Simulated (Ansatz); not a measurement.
**LiPtF3 (built on the sites of a database entry of KPdF3): a soft mode frozen in**

Aim: this structure of LiPtF3 (built on the sites of a database entry of KPdF3) is to be tested for unstable modes, and one is followed downhill.

Main program and level: Ansatz 0.2.0; DFT LDA, scalar-relativistic, plane waves, PAW.

Report form: the programs' logs are mostly left out.

The structure was built from a prototype and need not be the compound's stable phase.

### Step 1. The structure

The structure is cubic, space group Pm-3m (No. 221). Conventional cell: a = 4.209 Å, b = 4.209 Å, c = 4.209 Å, α = 90.00°, β = 90.00°, γ = 90.00°. Li has 12 F at 2.98 Å nearest. Pt has 6 F at 2.10 Å nearest. F has 2 Pt at 2.10 Å nearest. Farther neighbours and most contacts between anions are not listed.

### Step 2. Phonons on a q mesh

The cell comes from relaxations at this level that are not shown. Stability and thermal properties need the whole zone. Linear response on a 4×4×4 q mesh gives force constants as far as a supercell of that size would.

Input file input.yaml:

```yaml
crystal:
  lattice:
    - [4.2088759491, 0.0, 0.0]
    - [0.0, 4.2088759491, 0.0]
    - [0.0, 0.0, 4.2088759491]
  atoms:
    - { symbol: Li, position: [0.5, 0.5, 0.5] }
    - { symbol: Pt, position: [0.0, 0.0, 0.0] }
    - { symbol: F, position: [0.0, 0.5, 0.0] }
    - { symbol: F, position: [0.0, 0.0, 0.5] }
    - { symbol: F, position: [0.5, 0.0, 0.0] }
kpoints:
  mp_grid: { grid: [8, 8, 8] }
hamiltonian:
  xc: lda
scf:
  occupations: { method: methfessel_paxton, width: 0.2 }
output:
  eigenvalues: true
phonons:
  method: dfpt
  qmesh: [4, 4, 4]
  temperatures: { t_max: 1000, t_step: 50 }
  qpath:
    path:
      - [[0.0, 0.0, 0.0], [0.0, 0.5, 0.0], [0.5, 0.5, 0.0], [0.0, 0.0, 0.0], [0.5, 0.5, 0.5], [0.0, 0.5, 0.0]]
      - [[0.5, 0.5, 0.5], [0.5, 0.5, 0.0]]
    npoints: 10
```

On the command line:

```bash
> ansatz run input.yaml --threads 8 --pin off --max-ram 14336MiB --backend cpu --events-out ev --progress --plain --runs-dir out
```

Wall time 11 min (8 threads of Arm Neoverse N1, shared host); peak memory 2.3 GiB; 86 min of CPU time.

This step gave:

- volume per atom: 14.91 Å³
- gap on the k-mesh: 0 eV
- sum-rule residual before enforcement: 1.81e-5 eV/Å²
- lowest frequency on the path: -225.4 cm⁻¹
- point group: m-3m
- highest frequency on the path or at a solved wavevector: 509.9 cm⁻¹
- highest optical mode at the zone centre (no LO-TO term): 509.9 cm⁻¹
- lowest optical zone-centre mode: -219.8 cm⁻¹
- lowest mode on the q mesh (acoustic modes at Γ apart): -225.4 cm⁻¹

Frequencies (cm⁻¹) solved at each irreducible wavevector; negative means imaginary. Frequencies by wavevector, by row:

```csv
q in reciprocal lattice units,star,mode 1,mode 2,mode 3,mode 4,mode 13,mode 14,mode 15
0 0 0,1,-219.8,-219.8,-219.8,0,509.9,509.9,509.9
0 0 0.25,6,-215.8,-215.8,-161.2,-33,395.3,509.7,509.7
0 0 -0.5,3,-213.1,-213.1,-77.4,-77.4,232.4,509.3,509.3
0 0.25 0.25,12,-210.7,-204.3,-159.5,-61.1,350.6,424.3,509.5
0 0.25 -0.5,12,-206,-199.7,-153.9,-103.6,211.4,401.1,509.1
0 -0.5 -0.5,3,-196.7,-186.7,-186.7,-134.2,212.4,282.6,508.8
0.25 0.25 0.25,8,-210.8,-210.8,-160,-72.8,350.5,350.5,447.1
0.25 0.25 -0.5,12,-217.8,-194.7,-187.2,-117.2,202.8,343.8,437.4
0.25 -0.5 -0.5,6,-214.3,-208.8,-208.8,-134.4,199.6,234.8,418
-0.5 -0.5 -0.5,1,-225.4,-225.4,-225.4,-134.7,179.4,179.4,365.7
```

Interpolated from a 4×4×4 q mesh. Phonon branches along the path, in cm⁻¹:

```csv
point,branch 1,branch 2,branch 3,branch 4,branch 12,branch 13,branch 14,branch 15
Γ,-220,-220,-220,0,139,510,510,510
halfway,-216,-216,-161,-33,158,395,510,510
X,-213,-213,-77,-77,202,232,509,509
halfway,-206,-200,-154,-104,206,211,401,509
M,-197,-187,-187,-134,212,212,283,509
halfway,-211,-204,-160,-61,164,351,424,510
Γ,-220,-220,-220,0,139,510,510,510
halfway,-211,-211,-160,-73,166,350,350,447
R,-225,-225,-225,-135,179,179,179,366
halfway,-218,-195,-187,-117,201,203,344,438
X,-213,-213,-77,-77,202,232,509,509
jump to R,-225,-225,-225,-135,179,179,179,366
halfway,-214,-209,-209,-134,200,200,235,418
M,-197,-187,-187,-134,212,212,283,509
```

Symmetry leaves 10 wavevectors to solve. The lowest mode among them, the acoustic zeros apart, lies at q = (-0.5, -0.5, -0.5) and is imaginary, 225.4i cm⁻¹, so the energy falls along it.

### Step 3. The mode frozen in, largest atomic shift 0 Å

The mode followed lies at q = (-0.5, -0.5, -0.5) with frequency 225.4i cm⁻¹ and is 3-fold degenerate, the softest among the wavevectors solved. At small amplitude the distorted cell has space group no. 166 by a symmetry search on the positions. The undistorted cell that holds it gives the zero of energy on the same k mesh.

System of this step: LiPtF3 (built on the sites of a database entry of KPdF3). The structure is cubic, space group Pm-3m (No. 221). The conventional cell has a = 4.209 Å, b = 4.209 Å, c = 4.209 Å, α = 90.00°, β = 90.00°, γ = 90.00°. Li has 12 F at 2.98 Å nearest. Nearest to Pt lie 6 F at 2.10 Å. F has 2 Pt at 2.10 Å nearest. Farther neighbours and most contacts between anions are not listed.

Input file input.yaml:

```yaml
crystal:
  lattice:
    - [4.2088759491, 4.2088759491, 0.0]
    - [4.2088759491, 0.0, 4.2088759491]
    - [4.2088759491, 0.0, -4.2088759491]
  atoms:
    - { symbol: Li, position: [0.5, 0.25, 0.75] }
    - { symbol: Li, position: [0.5, 0.75, 0.25] }
    - { symbol: Pt, position: [0.0, 0.0, 0.0] }
    - { symbol: Pt, position: [0.0, 0.5, 0.5] }
    - { symbol: F, position: [0.5, 0.75, 0.75] }
    - { symbol: F, position: [0.5, 0.25, 0.25] }
    - { symbol: F, position: [0.0, 0.25, 0.75] }
    - { symbol: F, position: [0.0, 0.75, 0.25] }
    - { symbol: F, position: [0.0, 0.25, 0.25] }
    - { symbol: F, position: [0.0, 0.75, 0.75] }
kpoints:
  mp_grid: { grid: [8, 8, 8] }
hamiltonian:
  xc: lda
scf:
  occupations: { method: methfessel_paxton, width: 0.2 }
output:
  forces: true
  stress: true
  eigenvalues: true
```

Elapsed: 2.8 s, on 8 threads; peak memory 0.68 GiB; 20 s of CPU time.

This step gave:

```
pressure                         : 0.01953 GPa
energy from the undistorted cell : 0 meV/atom
```

The run ends at a pressure of 0.02 GPa.

### Step 4. The mode frozen in, largest atomic shift 0.6 Å

The atoms are moved along the unstable eigenvector, the largest shift by 0.6 Å, with the cell fixed.

Input file input.yaml:

```yaml
crystal:
  lattice:
    - [4.2088759491, 4.2088759491, 0.0]
    - [4.2088759491, 0.0, 4.2088759491]
    - [4.2088759491, 0.0, -4.2088759491]
  atoms:
    - { symbol: Li, position: [0.4176953263, 0.2911523368, 0.7088476632] }
    - { symbol: Li, position: [0.5823046737, 0.7088476632, 0.2911523368] }
    - { symbol: Pt, position: [0.0, 0.0, 0.0] }
    - { symbol: Pt, position: [0.0, 0.5, 0.5] }
    - { symbol: F, position: [0.5, 0.75, 0.7248855574] }
    - { symbol: F, position: [0.5, 0.25, 0.2751144426] }
    - { symbol: F, position: [0.0251144426, 0.25, 0.75] }
    - { symbol: F, position: [-0.0251144426, 0.75, 0.25] }
    - { symbol: F, position: [-0.0251144426, 0.2751144426, 0.25] }
    - { symbol: F, position: [0.0251144426, 0.7248855574, 0.75] }
kpoints:
  mp_grid: { grid: [8, 8, 8] }
hamiltonian:
  xc: lda
scf:
  occupations: { method: methfessel_paxton, width: 0.2 }
output:
  forces: true
  stress: true
  eigenvalues: true
```

Wall time 5.9 s (8 threads); peak memory 0.81 GiB; 44 s of CPU time.

This step gave:

- pressure: -0.1028 GPa
- energy from the undistorted cell: -66.93 meV/atom

The energy, extrapolated to zero smearing, is -66.93 meV/atom against the undistorted cell.

The run ends at a pressure of -0.10 GPa, with forces up to 0.69 eV/Å.

### Step 5. Energy along the mode, all amplitudes (two of the runs are shown above)

An imaginary frequency means negative curvature, so the energy should fall and then rise again as anharmonic terms take over.

This step gave:

```yaml
depth_at_the_lowest_point_sampled: 66.93 meV/atom
largest_atomic_shift_at_that_point: 0.6 Å
```

The energy from the parent by largest atomic shift:

```csv
largest atomic shift (Å),energy from the parent (meV/atom)
0.000,0
0.040,-0.314
0.080,-1.26
0.140,-3.84
0.220,-9.46
0.320,-19.9
0.450,-38.8
0.600,-66.9
```

Displacement at unit largest shift by atom:

```csv
atom,x (Å),y (Å),z (Å),size
Li1,-0.577,-0.577,0.577,0.999
Li2,0.577,0.577,-0.577,0.999
Pt3,0.000,0.000,0.000,0.000
Pt4,0.000,0.000,0.000,0.000
F5,-0.176,0.000,0.176,0.249
F6,0.176,0.000,-0.176,0.249
F7,0.176,0.176,0.000,0.249
F8,-0.176,-0.176,0.000,0.249
F9,0.000,-0.176,0.176,0.249
F10,0.000,0.176,-0.176,0.249
```

The lowest of the steps tried is the last one, at 0.6 Å, 66.9 meV/atom below the parent; the bottom of the well need not coincide with a step.

### Step 6. Relaxation from the frozen mode

Starting from the lowest point found, all atoms and the cell are let go, so that strain and other modes of the same symmetry can join in.

Changes to input.yaml since step 4:

```diff
@@ -26 +26,6 @@
   eigenvalues: true
+relax:
+  adjacent_minimum: "off"
+  f_tol: 0.002
+  max_steps: 120
+  cell: { stress_tol: 0.03 }
```

It took 1.7 min on 8 threads; peak memory 0.9 GiB; 13 min of CPU time.

The steps of the relaxation:

```csv
step,energy less that of the first step (eV),largest force component (eV/Å),pressure (GPa),volume (Å³)
1,0.0000,0.3966,-0.10,149.12
2,-0.4108,0.4276,-1.08,150.69
3,-0.6388,0.4059,-1.24,150.82
4,-0.9477,0.0826,2.06,147.28
5,-0.8809,0.1176,-2.53,155.92
6,-0.9653,0.0560,1.38,148.73
7,-0.9669,0.0145,-0.14,151.04
8,-0.9679,0.0006,0.01,150.87
9*,-0.9955,0.0025,0.28,150.87
10,-1.0022,0.0233,0.06,151.08
11,-1.0020,0.0041,0.08,151.35
12,-1.0015,0.0005,0.00,151.47
13*,-1.0062,0.0010,0.03,151.47
14,-1.0066,0.0005,0.00,151.52
15*,-1.0068,0.0006,0.00,151.52
16,-1.0068,0.0001,0.00,151.52
17*,-1.0070,0.0001,0.00,151.52
```

Relaxation steps marked * repeat the geometry before them on a plane-wave basis chosen anew for their cell, so energy and pressure can jump there. Relaxation step 5 was tried and not accepted.

The run keeps the 12 symmetry operations that it works with, so distortions that break them were not tested.

```csv
"conventional cell, symmetrised",before,after,change
a (Å),5.952,5.771,-3.0 %
b (Å),5.952,5.771,-3.0 %
c (Å),14.580,15.758,+8.1 %
volume (Å³/atom),14.91,15.15,+1.6 %
```

The atoms that moved most (Å, as changes of fractional coordinates times the final cell):

```csv
atom,dx,dy,dz,length
Li2,0.370,0.370,-0.370,0.641
Li1,-0.370,-0.370,0.370,0.641
F10,0.016,0.097,-0.097,0.138
F9,-0.016,-0.097,0.097,0.138
F8,-0.097,-0.097,0.016,0.138
F5,-0.097,-0.016,0.097,0.138
F6,0.097,0.016,-0.097,0.138
F7,0.097,0.097,-0.016,0.138
```

Final coordinates:

```xyz
10
Lattice="4.3929 4.3929 -0.3119 4.0810 0.0000 4.0810 4.3929 0.3119 -4.3929" Properties=species:S:1:pos:R:3 pbc="T T T"
Li    5.7669    1.6859   -1.6859
Li    7.0999    3.0189    1.0621
Pt    0.0000    0.0000    0.0000
Pt    4.2370    0.1559   -0.1559
F     8.3443    2.4061   -0.1823
F     4.5225    2.2987   -0.4415
F     4.5225    0.4415   -2.2987
F     3.9514   -0.1296    1.9868
F     2.0942   -0.1296    0.1296
F     6.3797    0.4415   -0.4415
```

This step gave:

* pressure: -2.88e-5 GPa
* volume per atom: 15.15 Å³

The distorted start has space group R-3m; the relaxation ends in R-3m.

### Step 7. What came out

| Item | Value |
| --- | --- |
| unstable mode of the parent | q = (-0.5, -0.5, -0.5), 225i cm⁻¹ |
| depth at the lowest point sampled | 66.9 meV/atom |
| largest atomic shift at that point | 0.6 Å |
| space group reached (within 0.01 Å) | R-3m |
| energy gained over the parent (first relaxation, on the mesh of the frozen mode) | 168 meV/atom |
| volume per atom, phase reached | 15.2 Å³ |

**Reading.** Along this mode the structure falls into R-3m, 168 meV/atom below the parent. At the parent's cell the well is 66.93 meV/atom deep on the steps tried, with its lowest point at a shift of 0.6 Å. That is the last step tried, so the steps alone don't bracket the bottom of the well. Relaxing atoms and cell changes the gain by +100.67 meV/atom against the lowest step (energies at zero smearing). Most of the total comes from this relaxation. The modes of the phase reached were not computed on this path. Of the 6 patterns followed to their end from this parent, this one ends 44.9 meV/atom above the lowest, Imma. Another end point lies within 1 meV/atom; how such a difference moves with mesh and cutoff was not tested. Each path keeps the symmetry of its pattern, so a lower phase may lie along a pattern not tried. With no gap, or one that is small against the smearing, the frequencies hang on the k mesh and the smearing, most of all near Kohn anomalies. Spin-orbit coupling is left out, which can matter for the heavy elements here. The starting cell was built on a prototype and not taken from a measurement, so the phase need not exist.

[Logs are printed without paths, hosts, clocks, repeated set-up lines and the standing remarks that a program may print on its own settings, such as how far it seeks lower states.]

[Hosts, paths, dates, database ids (printed as entryN), source tags and the programs' standing remarks are cut or masked in the printed files.]
